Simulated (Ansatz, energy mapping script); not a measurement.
# Spin model of NiO from collinear orders, part 2 of 3

How strongly do the moments of NiO couple under PBE+U (6 eV)? The plan is to run several orders and fit a Heisenberg model.

PBE with U = 6 eV on Ni d, ortho-atomic projectors; plane waves, U on orthogonalised atomic orbitals unless named otherwise, collinear spin, no spin–orbit coupling.

So far. Step 4 (Order 1: parallel, cell A of 4 atoms): The run ends ferromagnetic.

## (5) Run 2 (compensated +−; cell A, 4 atoms)

This order reverses 8 of the 12 neighbours at 2.95 Å, 0 of the 6 neighbours at 4.17 Å and 16 of the 24 neighbours at 5.11 Å, counted for an average magnetic atom.

input.yaml

```yaml
crystal:
  lattice:
    - [0.0, -2.085901641, -2.085901641]
    - [0.0, 2.085901641, -2.085901641]
    - [4.171803282, 0.0, 0.0]
  atoms:
    - { symbol: Ni, position: [0.5, 0.5, 0.5], spin: 2.0 }
    - { symbol: Ni, position: [0.0, 0.0, 0.0], spin: -2.0 }
    - { symbol: O, position: [0.5, 0.5, 0.0] }
    - { symbol: O, position: [0.0, 0.0, 0.5] }
magnetization:
  spin_polarized: true
kpoints:
  mp_grid: { grid: [9, 9, 6] }
hamiltonian:
  xc: pbe
  hubbard:
    sites:
      - { species: Ni, l: d, u_eff: 6.0 }
      - { site: 0, l: d, u_eff: 6.0, starting_ns: [{ spin: up, occupation_matrix: ni1_major }, { spin: down, occupation_matrix: ni1_minor }] }
      - { site: 1, l: d, u_eff: 6.0, starting_ns: [{ spin: up, occupation_matrix: ni1_minor }, { spin: down, occupation_matrix: ni1_major }] }
    projectors: ortho-atomic
    occupation_matrices:
      ni1_major:
        matrix:
          - [0.998, 0.0, 0.0, 0.0, 0.0]
          - [0.0, 0.999, 0.0, 0.0, 0.0]
          - [0.0, 0.0, 0.999, 0.0, 0.0]
          - [0.0, 0.0, 0.0, 0.998, 0.0]
          - [0.0, 0.0, 0.0, 0.0, 0.999]
      ni1_minor:
        matrix:
          - [0.146, 0.0, 0.0, 0.0, 0.0]
          - [0.0, 0.997, 0.0, 0.0, 0.0]
          - [0.0, 0.0, 0.997, 0.0, 0.0]
          - [0.0, 0.0, 0.0, 0.146, 0.0]
          - [0.0, 0.0, 0.0, 0.0, 0.997]
scf:
  occupations: { method: fermi_dirac, width: 0.05 }
output:
  eigenvalues: true
  write_density: true
  write_potential: true
  elf: true
  volumetric_format: npy
```

Started as:

```
ansatz run input.yaml --threads 4 --pin off --max-ram 8192MiB --backend cpu --events-out ev --progress --plain --runs-dir out
```

Numbers of over 12 decimals in the logs are rounded to 6 here.

Log:

```text
[...]
Crystal: 4 atoms, lattice volume = 36.303 Å³
Basis set: ecut = 420 eV, 681 PW (Γ)
Bands: 32, of which v1, the nominal top of the filled ones, is band 24 counted from 1 (23 counted from 0)
Symmetry: 16 space group operations
[...]
k-points: 60 of 486
[...]
Starting moments: Σ|m| = 4 μB on 2 of 4 sites
Starting magnetic order: antiferromagnet; a translation exchanges its spin sublattices: spin-degenerate at every k-point
[...]
SCF iter   1: F=—  HF=-12810.737896 eV  |F-HF|=—  |Δ(HF+E_count)|=         —  Δρ=1.75e-1 (↑1.75e-1 ↓1.75e-1)  dr2=2.43e1  dr2_m=2.38e0  M=0.000 μB ∫|m|=2.453 μB  β_m=0.30  ethr=3.10e-3  ⟨swp⟩=5.2  Hψ=6860  notcnv=0  defer=20
[...]
SCF iter  11: F=-12809.280548 eV  HF=-12809.280548 eV  |F-HF|=6.37e-10  |Δ(HF+E_count)|=   1.98e-7  Δρ=3.15e-6 (↑3.15e-6 ↓3.15e-6)  dr2=1.61e-9  dr2_m=2.88e-9  M=0.000 μB ∫|m|=3.805 μB  ethr=2.08e-10  ⟨swp⟩=8.3  Hψ=7833  notcnv=0
SCF 1 converged in 11 iterations: F = -12809.280548 eV  dr2 = 1.61e-9
[...]
SCF converged after 11 iterations
Magnetization: 0.0000 μB (24.0000 up, 24.0000 down)
Absolute magnetization: 3.8124 μB (∫|ρ↑−ρ↓|, with the PAW one-centre terms)
[...]
Per-site moments (μB) at R_I (Å): [(1.723417, 0.860434), (-1.723417, 0.860434), (-0.070896, 0.860434), (0.070896, 0.860434)]
Free energy (F): -12809.280548 eV
[...]
Internal energy: -12809.280548 eV  (E = F + TS)
E sigma→0 (E₀):  -12809.280548 eV
Fermi energy:    15.052426 eV
[...]
--- Specified on-site occupations, and those of the state reported ---
  electrons in the specified blocks: 16.5520 specified, 16.5388 found
[...]
--- Band table (eV; the first three rows and the last of 120) ---
  k-point 0 ↑: bands = [... 20 lower, 10.8108, 12.2331, 12.2427, 12.2427, 16.1191, 16.2918, 16.3526, 20.7419, ... 4 higher]
  k-point 1 ↑: bands = [... 20 lower, 11.1472, 11.7963, 12.2566, 12.2566, 16.1176, 16.4276, 17.1398, 20.9800, ... 4 higher]
  k-point 2 ↑: bands = [... 20 lower, 11.6648, 11.6648, 12.2329, 12.2329, 16.1147, 16.5562, 18.7982, 21.2337, ... 4 higher]
  k-point 59 ↓: bands = [... 20 lower, 10.8370, 10.9887, 11.0209, 12.0508, 16.6728, 17.2353, 23.0898, 23.6708, ... 4 higher]
Occupation matrices written to <dir>
```

It took 1.6 s on 4 threads of Arm Neoverse V1, shared host; peak memory 0.4 GiB; 5.5 s of CPU time.

Spin moment in the sphere by atom:

```
atom  spin moment in the sphere (μB)
 Ni1                            1.72
 Ni2                           -1.72
  O3                           -0.07
  O4                            0.07
```

The run ends antiferromagnetic, 10.46 meV a magnetic atom above the parallel order of its cell.

Spin density in the ac plane of the conventional cell at fractional y = 0.000, with atoms of Ni and O within 0.2 Å of it.

Ten even steps from '_' (-5.8 e/Å³) to '@' (5.7 e/Å³), each cell a mean:
```
..--====++++++++++++++====::
--====++++++++++++++++======
====++++++++++++++++++++====
++++++++++++++++++++++++++++
++++++++++++++++++++++++++++
==++++++++++**##++++++++++==
==++++++++**%%@@##++++++++++
==++++++++++##%%**++++++++++
==++++++++++++**++++++++++==
++++++++++++++++++++++++++++
====++++++++++++++++++++++==
====++++++++++++++++++++====
::======++++++++++++++====--
__::====++====++==++++==--..
```
Columns run along a (4.2 Å), rows up along c (4.2 Å), edges of the conventional cell, whose origin can differ from the input's. Atoms in or near the plane, at fractional coordinates: Ni at (0.50, 0.50), Ni at (0.00, 0.00), O at (0.00, 0.50), O at (0.50, 0.00).

ELF in the ac plane of the conventional cell at fractional y = 0.000, with atoms of Ni and O within 0.2 Å of it. It is the smooth field of the valence electrons, not physical close to the nuclei.

Values, 14 rows by 14 columns, each cell a mean:
```
0.56 0.41 0.20 0.15 0.54 0.79 0.66 0.58 0.75 0.73 0.33 0.12 0.29 0.49
0.29 0.27 0.17 0.14 0.41 0.71 0.78 0.78 0.77 0.60 0.25 0.12 0.23 0.29
0.13 0.13 0.11 0.10 0.21 0.41 0.55 0.57 0.50 0.32 0.14 0.10 0.13 0.13
0.34 0.29 0.19 0.11 0.10 0.14 0.15 0.15 0.15 0.12 0.10 0.14 0.24 0.32
0.75 0.69 0.48 0.20 0.12 0.18 0.20 0.19 0.20 0.14 0.12 0.32 0.60 0.73
0.69 0.77 0.69 0.30 0.14 0.28 0.41 0.43 0.36 0.20 0.16 0.49 0.77 0.74
0.41 0.70 0.75 0.35 0.13 0.29 0.55 0.63 0.44 0.19 0.17 0.58 0.78 0.57
0.54 0.73 0.73 0.33 0.13 0.29 0.50 0.56 0.41 0.20 0.16 0.55 0.78 0.65
0.78 0.77 0.60 0.25 0.13 0.23 0.29 0.29 0.28 0.18 0.14 0.41 0.71 0.79
0.56 0.48 0.32 0.14 0.10 0.13 0.13 0.12 0.13 0.11 0.10 0.21 0.40 0.53
0.16 0.15 0.12 0.10 0.14 0.25 0.33 0.35 0.30 0.20 0.11 0.10 0.14 0.16
0.19 0.19 0.14 0.12 0.32 0.60 0.73 0.75 0.69 0.48 0.20 0.11 0.17 0.20
0.44 0.36 0.19 0.15 0.49 0.77 0.74 0.70 0.78 0.69 0.30 0.13 0.27 0.41
0.66 0.44 0.18 0.16 0.57 0.79 0.55 0.40 0.69 0.75 0.35 0.12 0.29 0.56
```
Columns run along a (4.2 Å), rows up along c (4.2 Å), edges of the conventional cell, whose origin can differ from the input's. Atoms in or near the plane, at fractional coordinates: Ni at (0.50, 0.50), Ni at (0.00, 0.00), O at (0.00, 0.50), O at (0.50, 0.00).

## (6) A changed input

The input is changed once more, to see how this run answers a poor choice.

input.yaml, as its differences from that of step 5:

```diff
@@ -12,2 +12,3 @@
   spin_polarized: true
+  spin_orbit: true
 kpoints:
@@ -37,9 +38,7 @@
           - [0.0, 0.0, 0.0, 0.0, 0.997]
+  pseudopotentials: { kind: nc }
 scf:
   occupations: { method: fermi_dirac, width: 0.05 }
+  max_iter: 75
 output:
   eigenvalues: true
-  write_density: true
-  write_potential: true
-  elf: true
-  volumetric_format: npy
```

Log:

```text
Error: 2 input errors — fix all and re-run
  1. inconsistent input (magnetization.spin_orbit, magnetization.noncollinear): true requires noncollinear: true — spin–orbit coupling acts on 2-spinor wavefunctions; set both flags
  2. inconsistent input (magnetization.spin_orbit, hamiltonian.pseudopotentials.kind): true requires a fully-relativistic hamiltonian.pseudopotentials.kind (nc_fr or paw_fr), or kind: all_electron without datasets and azcp, which then solves Dirac's equation on LAPW. paw_fr resolves this project's PAW files (source: ansatz) by j as it reads them
```

Elapsed: 0.02 s, on 4 threads; peak memory 0.032 GiB.

The program refused the input before any cycle.

The program's message: “Error: 2 input errors — fix all and re-run”

The change that led to it: magnetization and hamiltonian.pseudopotentials = {"kind": "nc"}.

## (7) Parallel start in cell B (4 atoms)

The parallel order again, as the reference for this cell.

This run holds the same structure in another cell (c 4.172 → 5.109 Å, α 90.0 → 73.2°, β 90.0 → 73.2°, γ 90.0 → 60.0°).

input.yaml

```yaml
crystal:
  lattice:
    - [0.0, -2.085901641, -2.085901641]
    - [-2.085901641, 0.0, -2.085901641]
    - [2.085901641, 2.085901641, -4.171803282]
  atoms:
    - { symbol: Ni, position: [0.5, 0.5, 0.5], spin: 2.0 }
    - { symbol: Ni, position: [0.0, 0.0, 0.0], spin: 2.0 }
    - { symbol: O, position: [0.75, 0.75, 0.75] }
    - { symbol: O, position: [0.25, 0.25, 0.25] }
magnetization:
  spin_polarized: true
kpoints:
  mp_grid: { grid: [10, 10, 10] }
hamiltonian:
  xc: pbe
  hubbard:
    sites:
      - { species: Ni, l: d, u_eff: 6.0 }
      - { site: 0, l: d, u_eff: 6.0, starting_ns: [{ spin: up, occupation_matrix: ni1_major }, { spin: down, occupation_matrix: ni1_minor }] }
      - { site: 1, l: d, u_eff: 6.0, starting_ns: [{ spin: up, occupation_matrix: ni1_major }, { spin: down, occupation_matrix: ni1_minor }] }
    projectors: ortho-atomic
    occupation_matrices:
      ni1_major:
        matrix:
          - [0.998, 0.0, 0.0, 0.0, 0.0]
          - [0.0, 0.999, 0.0, 0.0, 0.0]
          - [0.0, 0.0, 0.999, 0.0, 0.0]
          - [0.0, 0.0, 0.0, 0.998, 0.0]
          - [0.0, 0.0, 0.0, 0.0, 0.999]
      ni1_minor:
        matrix:
          - [0.146, 0.0, 0.0, 0.0, 0.0]
          - [0.0, 0.997, 0.0, 0.0, 0.0]
          - [0.0, 0.0, 0.997, 0.0, 0.0]
          - [0.0, 0.0, 0.0, 0.146, 0.0]
          - [0.0, 0.0, 0.0, 0.0, 0.997]
scf:
  occupations: { method: fermi_dirac, width: 0.05 }
output:
  eigenvalues: true
```

Log:

```text
[...]
Crystal: 4 atoms, lattice volume = 36.303 Å³
Basis set: ecut = 420 eV, 683 PW (Γ)
Bands: 32, of which v1, the nominal top of the filled ones, is band 24 counted from 1 (23 counted from 0)
Symmetry: 24 space group operations
[...]
k-points: 116 of 1000
[...]
Starting moments: Σ|m| = 4 μB on 2 of 4 sites
[...]
k-point 1 ↑: bands = [... 20 lower, 10.4878, 11.8621, 12.0904, 12.0904, 13.8539, 13.8539, 16.3273, 20.0929, ... 4 higher]
  k-point 2 ↑: bands = [... 20 lower, 10.4494, 11.4605, 12.2515, 12.2515, 13.7388, 13.7388, 16.8611, 20.0338, ... 4 higher]
  k-point 115 ↓: bands = [... 20 lower, 11.2288, 11.2288, 16.9709, 16.9709, 17.4730, 17.4730, 23.1424, 23.1424, ... 4 higher]
Occupation matrices written to <dir>
[key lines of the parts left out:]
SCF converged after 12 iterations
Magnetization: 4.0000 μB (26.0000 up, 22.0000 down)
Free energy (F): -12809.301392 eV
Fermi energy:    14.927438 eV
```

Run time: 5.9 s. Hardware: 4 threads; peak memory 0.49 GiB.

The run ends ferromagnetic. For each magnetic atom its energy differs from the parallel run of the first cell by 0.04 meV, an error that one common reference would have brought in.

## (8) Run 4 (compensated +−; cell B, 4 atoms)

This order reverses 6 of the 12 neighbours at 2.95 Å, 6 of the 6 neighbours at 4.17 Å and 12 of the 24 neighbours at 5.11 Å, counted for an average magnetic atom.

input.yaml, as its differences from that of step 7:

```diff
@@ -7,3 +7,3 @@
     - { symbol: Ni, position: [0.5, 0.5, 0.5], spin: 2.0 }
-    - { symbol: Ni, position: [0.0, 0.0, 0.0], spin: 2.0 }
+    - { symbol: Ni, position: [0.0, 0.0, 0.0], spin: -2.0 }
     - { symbol: O, position: [0.75, 0.75, 0.75] }
@@ -20,3 +20,3 @@
       - { site: 0, l: d, u_eff: 6.0, starting_ns: [{ spin: up, occupation_matrix: ni1_major }, { spin: down, occupation_matrix: ni1_minor }] }
-      - { site: 1, l: d, u_eff: 6.0, starting_ns: [{ spin: up, occupation_matrix: ni1_major }, { spin: down, occupation_matrix: ni1_minor }] }
+      - { site: 1, l: d, u_eff: 6.0, starting_ns: [{ spin: up, occupation_matrix: ni1_minor }, { spin: down, occupation_matrix: ni1_major }] }
     projectors: ortho-atomic
```

Log:

```text
[...]
Crystal: 4 atoms, lattice volume = 36.303 Å³
Basis set: ecut = 420 eV, 683 PW (Γ)
Bands: 32, of which v1, the nominal top of the filled ones, is band 24 counted from 1 (23 counted from 0)
Symmetry: 12 space group operations
[...]
k-points: 116 of 1000
[...]
Starting moments: Σ|m| = 4 μB on 2 of 4 sites
[...]
k-point 1 ↑: bands = [... 20 lower, 11.9599, 11.9628, 12.4921, 12.4921, 16.4822, 17.2316, 17.2316, 20.1884, ... 4 higher]
  k-point 2 ↑: bands = [... 20 lower, 11.7746, 11.7746, 12.7380, 12.7380, 17.0114, 17.1778, 17.1778, 20.1413, ... 4 higher]
  k-point 115 ↓: bands = [... 20 lower, 10.9038, 11.0777, 12.1092, 12.3423, 17.1142, 17.1623, 22.8132, 23.0111, ... 4 higher]
Occupation matrices written to <dir>
[key lines of the parts left out:]
SCF converged after 13 iterations
Magnetization: 0.0000 μB (24.0000 up, 24.0000 down)
Free energy (F): -12809.516713 eV
Fermi energy:    14.757096 eV
```

The job ended after 3.1 s (4 threads; peak memory 0.48 GiB; 12 s of CPU time).

The run ends antiferromagnetic, 107.66 meV a magnetic atom below the parallel order of its cell.

## (9) Order 5: parallel, cell C of 6 atoms

The parallel order again, as the reference for this cell.

input.yaml

```yaml
crystal:
  lattice:
    - [0.0, 2.085901641, 2.085901641]
    - [-2.085901641, 0.0, -2.085901641]
    - [-4.171803282, -4.171803282, 4.171803282]
  atoms:
    - { symbol: Ni, position: [0.0, 0.0, 0.0], spin: 2.0 }
    - { symbol: Ni, position: [0.333333333, 0.666666667, 0.666666667], spin: 2.0 }
    - { symbol: Ni, position: [0.666666667, 0.333333333, 0.333333333], spin: 2.0 }
    - { symbol: O, position: [0.666666667, 0.333333333, 0.833333333] }
    - { symbol: O, position: [0.0, 0.0, 0.5] }
    - { symbol: O, position: [0.333333333, 0.666666667, 0.166666667] }
magnetization:
  spin_polarized: true
kpoints:
  mp_grid: { grid: [10, 10, 4] }
hamiltonian:
  xc: pbe
  hubbard:
    sites:
      - { species: Ni, l: d, u_eff: 6.0 }
      - { site: 0, l: d, u_eff: 6.0, starting_ns: [{ spin: up, occupation_matrix: ni1_major }, { spin: down, occupation_matrix: ni1_minor }] }
      - { site: 1, l: d, u_eff: 6.0, starting_ns: [{ spin: up, occupation_matrix: ni1_major }, { spin: down, occupation_matrix: ni1_minor }] }
      - { site: 2, l: d, u_eff: 6.0, starting_ns: [{ spin: up, occupation_matrix: ni1_major }, { spin: down, occupation_matrix: ni1_minor }] }
    projectors: ortho-atomic
    occupation_matrices:
      ni1_major:
        matrix:
          - [0.998, 0.0, 0.0, 0.0, 0.0]
          - [0.0, 0.999, 0.0, 0.0, 0.0]
          - [0.0, 0.0, 0.999, 0.0, 0.0]
          - [0.0, 0.0, 0.0, 0.998, 0.0]
          - [0.0, 0.0, 0.0, 0.0, 0.999]
      ni1_minor:
        matrix:
          - [0.146, 0.0, 0.0, 0.0, 0.0]
          - [0.0, 0.997, 0.0, 0.0, 0.0]
          - [0.0, 0.0, 0.997, 0.0, 0.0]
          - [0.0, 0.0, 0.0, 0.146, 0.0]
          - [0.0, 0.0, 0.0, 0.0, 0.997]
scf:
  occupations: { method: fermi_dirac, width: 0.05 }
output:
  eigenvalues: true
```

Log:

```text
[...]
Crystal: 6 atoms, lattice volume = 54.454 Å³
Basis set: ecut = 420 eV, 1057 PW (Γ)
Bands: 47, of which v1, the nominal top of the filled ones, is band 36 counted from 1 (35 counted from 0)
Symmetry: 36 space group operations
[...]
k-points: 50 of 400
[...]
Starting moments: Σ|m| = 6 μB on 3 of 6 sites
[...]
k-point 1 ↑: bands = [... 32 lower, 11.6075, 12.1880, 12.1880, 13.0497, 13.0497, 13.7851, 13.7851, 16.6585, ... 7 higher]
  k-point 2 ↑: bands = [... 32 lower, 10.8910, 12.5760, 12.5760, 12.5760, 12.5760, 13.8936, 13.8936, 17.7870, ... 7 higher]
  k-point 49 ↓: bands = [... 32 lower, 11.4471, 16.7289, 16.9453, 16.9453, 17.2752, 17.5702, 17.5702, 23.2254, ... 7 higher]
Occupation matrices written to <dir>
[key lines of the parts left out:]
SCF converged after 12 iterations
Magnetization: 6.0000 μB (39.0000 up, 33.0000 down)
Free energy (F): -19213.951882 eV
Fermi energy:    14.927798 eV
```

Elapsed: 5.8 s, on 4 threads; peak memory 0.5 GiB; 22 s of CPU time.

The run ends ferromagnetic. For each magnetic atom its energy differs from the parallel run of the first cell by 0.11 meV, an error that one common reference would have brought in.

## (10) Order 6: uncompensated ++−, cell C of 6 atoms

This order reverses 4 of the 12 neighbours at 2.95 Å, 4 of the 6 neighbours at 4.17 Å and 12 of the 24 neighbours at 5.11 Å, counted for an average magnetic atom.

input.yaml, as its differences from that of step 9:

```diff
@@ -8,3 +8,3 @@
     - { symbol: Ni, position: [0.333333333, 0.666666667, 0.666666667], spin: 2.0 }
-    - { symbol: Ni, position: [0.666666667, 0.333333333, 0.333333333], spin: 2.0 }
+    - { symbol: Ni, position: [0.666666667, 0.333333333, 0.333333333], spin: -2.0 }
     - { symbol: O, position: [0.666666667, 0.333333333, 0.833333333] }
@@ -23,3 +23,3 @@
       - { site: 1, l: d, u_eff: 6.0, starting_ns: [{ spin: up, occupation_matrix: ni1_major }, { spin: down, occupation_matrix: ni1_minor }] }
-      - { site: 2, l: d, u_eff: 6.0, starting_ns: [{ spin: up, occupation_matrix: ni1_major }, { spin: down, occupation_matrix: ni1_minor }] }
+      - { site: 2, l: d, u_eff: 6.0, starting_ns: [{ spin: up, occupation_matrix: ni1_minor }, { spin: down, occupation_matrix: ni1_major }] }
     projectors: ortho-atomic
```

Log:

```text
[...]
Crystal: 6 atoms, lattice volume = 54.454 Å³
Basis set: ecut = 420 eV, 1057 PW (Γ)
Bands: 47, of which v1, the nominal top of the filled ones, is band 36 counted from 1 (35 counted from 0)
Symmetry: 12 space group operations
[...]
k-points: 50 of 400
[...]
Starting moments: Σ|m| = 6 μB on 3 of 6 sites
[...]
k-point 1 ↑: bands = [... 32 lower, 11.7211, 12.4043, 12.4043, 13.4210, 13.4210, 16.7563, 17.1432, 17.1432, ... 7 higher]
  k-point 2 ↑: bands = [... 32 lower, 11.6259, 12.6529, 12.6529, 13.2681, 13.2681, 17.1556, 17.1556, 17.8219, ... 7 higher]
  k-point 49 ↓: bands = [... 32 lower, 11.2228, 12.1119, 12.1564, 16.8490, 17.0806, 17.1043, 17.4862, 22.9966, ... 7 higher]
Occupation matrices written to <dir>
[key lines of the parts left out:]
SCF converged after 13 iterations
Magnetization: 2.0000 μB (37.0000 up, 35.0000 down)
Free energy (F): -19214.176881 eV
Fermi energy:    14.870585 eV
```

Wall time 5.4 s (4 threads); peak memory 0.51 GiB; 21 s of CPU time.

The run ends ferrimagnetic, 75.00 meV a magnetic atom below the parallel order of its cell.

[end of part 2 of 3]

[Logs and program files are shortened in this print: banners, set-up blocks, solver, clock and traceback lines can be left out without a mark of their own.]

[Logs are printed without paths, hosts, clocks, repeated set-up lines and the standing remarks that a program may print on its own settings, such as how far it seeks lower states.]

[Hosts, paths, dates, database ids (printed as entryN), source tags and the programs' standing remarks are cut or masked in the printed files.]

[Where a cell is said to come from a database of computed structures, the database is the Materials Project.]
